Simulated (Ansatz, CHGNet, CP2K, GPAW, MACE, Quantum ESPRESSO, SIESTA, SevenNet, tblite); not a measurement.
# C(110) slab, H on the bottom face, stepped (108 atoms): one structure in several programs

Aim: run C(110) slab, H on the bottom face, stepped (108 atoms) in several programs and set results and cost side by side. A plane-wave run serves as the reference.

Method: Kohn-Sham DFT, PBE, SSSP efficiency 1.3.0 pseudopotentials, plane waves, in Quantum ESPRESSO 7.5.

**1. Starting point**

The cell holds 108 atoms: 84 C and 24 H. Cell: a = 10.089 Å, b = 10.701 Å, c = 14.673 Å, α = 90.0°, β = 90.0°, γ = 90.0°. It derives from C (diamond-structure). Diamond-structure C (a = 3.567 Å), (110) slab of 4 atomic planes, 4 x 3 surface cells, H on the broken bonds of the bottom face, 10 Å of vacuum; the top repeat layer removed from part of the cell (two steps); displaced by a Gaussian of 0.02 Å. Then every atom was moved at random, 0.03 Å r.m.s. a Cartesian component (hydrogen 0.6 of that). Regions: slab, 84 atoms (84 C); hydrogen, 24 atoms (24 H). Vacuum lies along c.

**2. Plane-wave reference**

pw.in

```
&control
  calculation = 'scf'
  pseudo_dir = './pseudo'
  outdir = './tmp'
  disk_io = 'none'
  tprnfor = .true.
/
&system
  ibrav = 0
  nat = 108
  ntyp = 2
  ecutwfc = 45
  ecutrho = 360
  nosym = .true.
  occupations = 'smearing'
  smearing = 'fd'
  degauss = 0.003675
/
&electrons
  conv_thr = 5.4e-07
  electron_maxstep = 100
  mixing_beta = 0.2
  mixing_mode = 'local-TF'
  diagonalization = 'david'
/
ATOMIC_SPECIES
C 12.011 C.upf
H 1.008 H.upf
CELL_PARAMETERS angstrom
10.08900 0.00000 0.00000
0.00000 10.70100 0.00000
0.00000 0.00000 14.67336
ATOMIC_POSITIONS crystal
C 0.87196 0.17091 0.40237
C 0.00066 0.08152 0.40105
C 0.99597 0.00215 0.48753
C 0.87532 0.25287 0.48788
C 0.87272 0.16135 0.56791
C 0.00163 0.08844 0.57409
C 0.99982 0.00315 0.65860
C 0.12378 0.16504 0.40056
C 0.25032 0.08581 0.40153
C 0.25101 0.99466 0.48830
C 0.11981 0.25120 0.48711
C 0.12586 0.16956 0.57557
[... 92 atom lines left out ...]
H 0.37360 0.89176 0.34221
H 0.49842 0.69224 0.33854
H 0.62335 0.89152 0.34081
H 0.75033 0.69184 0.34051
K_POINTS gamma
```

Command:

```
$ OMP_NUM_THREADS=1 mpirun -np 4 pw.x -in pw.in > output.txt
```

The log of the run:

```text
Program PWSCF
     gamma-point specific algorithms are used
     one sub-group per band group will be used
     scalapack distributed-memory algorithm (size of sub-group:  2*  2 procs)
     Parallelization info
     sticks:   dense  smooth     PW     G-vecs:    dense   smooth      PW
     Min        2760    1381    345               308265   109008   13630
     Max        2763    1384    346               308268   109011   13634
     Sum       11045    5531   1383              1233067   436037   54525
     bravais-lattice index     =            0
     lattice parameter (alat)  =      19.0654  a.u.
     unit-cell volume          =   10690.5158 (a.u.)^3
     number of atoms/cell      =          108
     number of atomic types    =            2
     number of electrons       =       360.00
[... lines left out ...]
     scf convergence threshold =      5.4E-07
[... lines left out ...]
     number of k points=     1  Fermi-Dirac smearing, width (Ry)=  0.0037
[... lines left out ...]
     total energy              =   -1574.71348161 Ry
[... lines left out ...]
     total energy              =   -1572.75292448 Ry
[... lines left out ...]
     total energy              =   -1572.82016041 Ry
[... lines left out ...]
     total energy              =   -1572.70679808 Ry
[... lines left out ...]
     total energy              =   -1572.70679819 Ry
     estimated scf accuracy    <       0.00000082 Ry
     iteration # 24     ecut=    45.00 Ry     beta= 0.20
     negative rho (up, down):  2.304E-03 0.000E+00
     End of self-consistent calculation
          k = 0.0000 0.0000 0.0000 ( 27263 PWs)   bands (ev):
   -19.5052 -18.5995 -18.4431 -18.2953 -18.2712 -17.3591 -17.3369 -17.2960
   -17.2629 -16.8068 -16.0244 -15.9225 -15.7249 -15.5849 -15.4626 -15.2891
   -14.9209 -14.8525 -14.8307 -14.7388 -14.6747 -14.6183 -14.5733 -14.4831
[...]
5.5448   5.6509   5.6683   5.7073   5.7372   6.3638   6.4156   6.4492
     6.5481   6.6032   6.6661   6.6936   6.8100   6.9731   7.0136   7.0786
     the Fermi energy is     1.3539 ev
!    total energy              =   -1572.70679843 Ry
     estimated scf accuracy    <       0.00000030 Ry
     smearing contrib. (-TS)   =      -0.01611475 Ry
     internal energy E=F+TS    =   -1572.69068368 Ry
     The total energy is F=E-TS. E is the sum of the following terms:
     one-electron contribution =   -8352.66582314 Ry
     hartree contribution      =    4291.39994719 Ry
     xc contribution           =    -405.15380663 Ry
     ewald contribution        =    3411.56349074 Ry
     one-center paw contrib.   =    -517.83449185 Ry
     convergence has been achieved in  24 iterations
     negative rho (up, down):  2.304E-03 0.000E+00
     Forces acting on atoms (cartesian axes, Ry/au):
     atom    1 type  1   force =     0.05401185   -0.11383212   -0.00856750
     atom    2 type  1   force =    -0.04077880    0.10410215    0.03552019
     atom    3 type  1   force =     0.08728689   -0.03670278   -0.01811336
[...]
atom  107 type  2   force =     0.00371427    0.02546874   -0.04156374
     atom  108 type  2   force =     0.00056914   -0.00130796   -0.00602384
     Total force =     1.112662     Total SCF correction =     0.001245
     Message from routine punch:
     Nothing written, as per user request (disk_io='none')
```

Elapsed: 2.8 min, on 4 MPI ranks of Arm Neoverse V2, shared host; peak memory 3.5 GiB; 11 min of CPU time.

Banners, paths, timers and routine set-up lines are dropped from the logs unmarked, and long logs keep their key lines alone; longer cuts are marked.

Numbers from this run:

- r.m.s. force component: 1.589 eV/Å
- longest force: 6.022 eV/Å

**3. What was run beside it**

The programs:
- CHGNet: machine-learned potential, published weights.
- CP2K 2026.2: Gaussian basis with GTH pseudopotentials and a plane-wave density; labels give functional, basis (MOLOPT sets; SR short-range, UZH the newer set with its own potentials), grid cutoff/relative cutoff and solver (OT: orbital transformation; TRS4, TC2, SIGN: linear-scaling purification with its sparsity filter), or its built-in tight binding.
- GPAW 26.7.0: PAW with atomic orbitals (LCAO), plane waves or a real-space grid of spacing h.
- MACE: machine-learned potential, published weights.
- SIESTA 5.4.2: numerical atomic orbitals, whose automatically made sets are far from complete, with PseudoDojo norm-conserving potentials that we converted to its format (checked against plane waves on the same files for H, C, O, Si, Ge and Ca alone); labels give functional, basis size, energy shift and mesh cutoff.
- SevenNet: machine-learned potential, published weights.
- tblite 0.8.0: extended tight binding, driven from Python.

All use the same cell and atoms; the electronic-structure runs use the same k-mesh, and an electronic temperature of 580 K (0.05 eV) where levels are smeared.

Differences are against the plane-wave reference, forces as r.m.s. over components; share is that over the reference's r.m.s. force, slope the least-squares factor from reference forces to these. Total energies of different programs have different zeros and aren't compared.

```csv
run,"Δ force, r.m.s. (meV/Å)",share (%),slope,cores,CPU time,memory (GiB)
reference,-,-,-,4,11 min,3.5
CHGNet 0.3.0 potential,604,38.0,0.773,1,8.1 s,4.8
"CP2K BLYP, DZVP-MOLOPT-SR, 450/50 Ry, diagonalisation",153,9.61,1.000,2,11 min,2.8
"CP2K PBE, DZVP-UZH, 450/20 Ry, diagonalisation (coarse)",43.3,2.73,1.012,4,11 min,3.5
"CP2K PBE, DZVP-UZH, 450/50 Ry, diagonalisation",42.3,2.66,1.013,4,19 min,3.5
"CP2K PBE, TZV2P-MOLOPT, 450/50 Ry, diagonalisation",17.3,1.09,1.000,4,2.4 h,4.5
"GPAW PBE, LCAO dzp, h 0.2 Å",190,12.0,1.009,2,4.4 min,1.3
"GPAW PBE, LCAO dzp, h 0.2 Å, other mixer settings",190,12.0,1.009,2,4.8 min,1.2
"GPAW PBE, plane waves 550 eV",10.8,0.677,1.001,2,9.2 min,1.8
"GPAW revPBE, LCAO dzp, h 0.2 Å",196,12.3,1.000,2,4.5 min,1.2
MACE MPA-0 medium potential,547,34.4,0.718,1,9.3 s,1.4
"SIESTA PBE, DZ, shift 0.01 Ry, mesh 300 Ry (coarse)",269,16.9,1.044,1,1.9 min,0.71
"SIESTA PBE, DZP, shift 0.01 Ry, mesh 150 Ry (coarse)",222,14.0,1.019,2,2.7 min,0.88
"SIESTA PBE, DZP, shift 0.01 Ry, mesh 300 Ry",221,13.9,1.019,2,6.2 min,1.4
"SIESTA PBE, DZP, shift 0.04 Ry, mesh 300 Ry (coarse)",154,9.67,1.026,2,2.9 min,1.1
SevenNet l3i5 potential,648,40.7,0.831,1,14 s,2.4
tblite GFN2-xTB,319,20.1,0.967,1,5.2 s,0.12
```

Rows marked coarse were listed beforehand as settings not expected to be converged; some can still land near the reference.

Times of the machine-learned potentials are mostly Python's start and the loading of weights.

CPU time is summed over cores on a shared host, where runs went side by side, so it is rough. Symmetry, cutoffs, thresholds, outputs and thread counts weren't matched or tuned between programs; memory under MPI is the largest rank's times the ranks.

Left out of this page: tblite IPEA1-xTB (killed or ended with an error); QE PBE, sssp-1.3.0-efficiency, 45/22 Ry (killed or ended with an error).

Runs without a result: CP2K SCC-DFTB, diagonalisation (not converged, the SCF not settling); CP2K GFN1-xTB, diagonalisation (not converged, the SCF not settling); CP2K PBE, SZV-MOLOPT-SR, 450/50 Ry, diagonalisation (cut off at its time limit of 6 min).

Mean charges by element (e), by run and scheme:

```csv
run,scheme,C,H
"CP2K BLYP, DZVP-MOLOPT-SR, 450/50 Ry, diagonalisation",Mulliken,-0.01,+0.05
"CP2K PBE, DZVP-UZH, 450/50 Ry, diagonalisation",Mulliken,-0.02,+0.08
"CP2K PBE, TZV2P-MOLOPT, 450/50 Ry, diagonalisation",Mulliken,-0.03,+0.10
"SIESTA PBE, DZP, shift 0.01 Ry, mesh 300 Ry",Hirshfeld,0.00,+0.02
tblite GFN2-xTB,Mulliken,-0.01,+0.03
```

Within one program, basis, potentials and functional, energies share a zero. Each run against its twin at the usual cutoff or grid and solver:

```csv
run,twin,Δ energy (meV/atom),"Δ force, r.m.s. (meV/Å)",CPU time over the twin's
"CP2K PBE, DZVP-UZH, 450/20 Ry, diagonalisation","DZVP-UZH, 450/50 Ry, diagonalisation",-0.155,7.58,0.60
"GPAW PBE, LCAO dzp, h 0.2 Å, other mixer settings","LCAO dzp, h 0.2 Å",2.0e-4,7.83,1.1
"SIESTA PBE, DZP, shift 0.01 Ry, mesh 150 Ry","DZP, shift 0.01 Ry, mesh 300 Ry",0.103,3.25,0.44
```

**4. What came out**

```
reference r.m.s. force component                       : 1.59 eV/Å
nearest in forces                                      : GPAW PBE, plane waves 550 eV, 0.68 %
farthest in forces                                     : SevenNet l3i5 potential, 41 %
cheapest electronic-structure run beside the reference : tblite GFN2-xTB, 5.2 s of CPU time
```

**Reading.** PBE on plane waves or a grid with other potentials, cutoffs or grids, coarse settings apart, differs from the reference by 0.68 % (GPAW PBE, plane waves 550 eV) of the r.m.s. force; this holds the reference's own error, so differences of a few per cent don't tell which side is nearer the exact PBE result. The PBE runs in local orbitals, coarse settings apart, differ by 1.1 % (CP2K PBE, TZV2P-MOLOPT, 450/50 Ry, diagonalisation) to 14 % (SIESTA PBE, DZP, shift 0.01 Ry, mesh 300 Ry); basis, grid and potentials can all enter. Tight binding differs by 20 % (tblite GFN2-xTB); it is another model, with fitted parameters of its own, and the xTB methods hold dispersion. Machine-learned potentials differ by 34 % (MACE MPA-0 medium potential) to 41 % (SevenNet l3i5 potential); they were trained on other programs' data. Among those trained on PBE data the slope goes as low as 0.72, which softening far from their training structures can give, though the reference's k-sampling is untested too. Rows with another functional or a dispersion term differ by 9.6 % (CP2K BLYP, DZVP-MOLOPT-SR, 450/50 Ry, diagonalisation) to 12 % (GPAW revPBE, LCAO dzp, h 0.2 Å), which mixes the change of model with differences of basis and potentials. Runs with settings chosen to be coarse differ by 2.7 % (CP2K PBE, DZVP-UZH, 450/20 Ry, diagonalisation) to 17 % (SIESTA PBE, DZ, shift 0.01 Ry, mesh 300 Ry), their programs' other errors included. Of the electronic-structure runs that take under half the reference's CPU time, SIESTA PBE, DZP, shift 0.04 Ry, mesh 300 Ry comes nearest, at 9.7 % in 2.9 min against 11 min. In GPAW PBE, LCAO dzp, h 0.2 Å, other mixer settings the difference has nearly one length on every H (0.48 eV/Å) and points along its bond, outwards: this method prefers longer bonds, and stiff bonds to hydrogen turn a small shift into a large force. Charges hang on model, scheme and program or settings: among these rows the mean for H runs from +0.02 to +0.10 e. In the reference: levels near the Fermi energy are neither full nor empty under the smearing, so no gap is quoted. Periodic xTB results under one method name differ between programs and library versions. Machine-learned potentials mimic data converged in k, so the reference's own k-point error enters their differences. The runs have no spin polarisation, so any moments at edges, vacancies or dangling bonds can't form. The electronic-structure runs sample only Γ, in a cell whose shortest periodic width is 10 Å, which is coarse for a cell with partly filled levels.

[Also dropped from logs without a mark: logging warnings of Python, and SIESTA's first energy breakdown and zero terms.]

[Logs are printed without paths, hosts, clocks, repeated set-up lines and the standing remarks that a program may print on its own settings, such as how far it seeks lower states.]

[Hosts, paths, dates, database ids (printed as entryN), source tags and the programs' standing remarks are cut or masked in the printed files.]
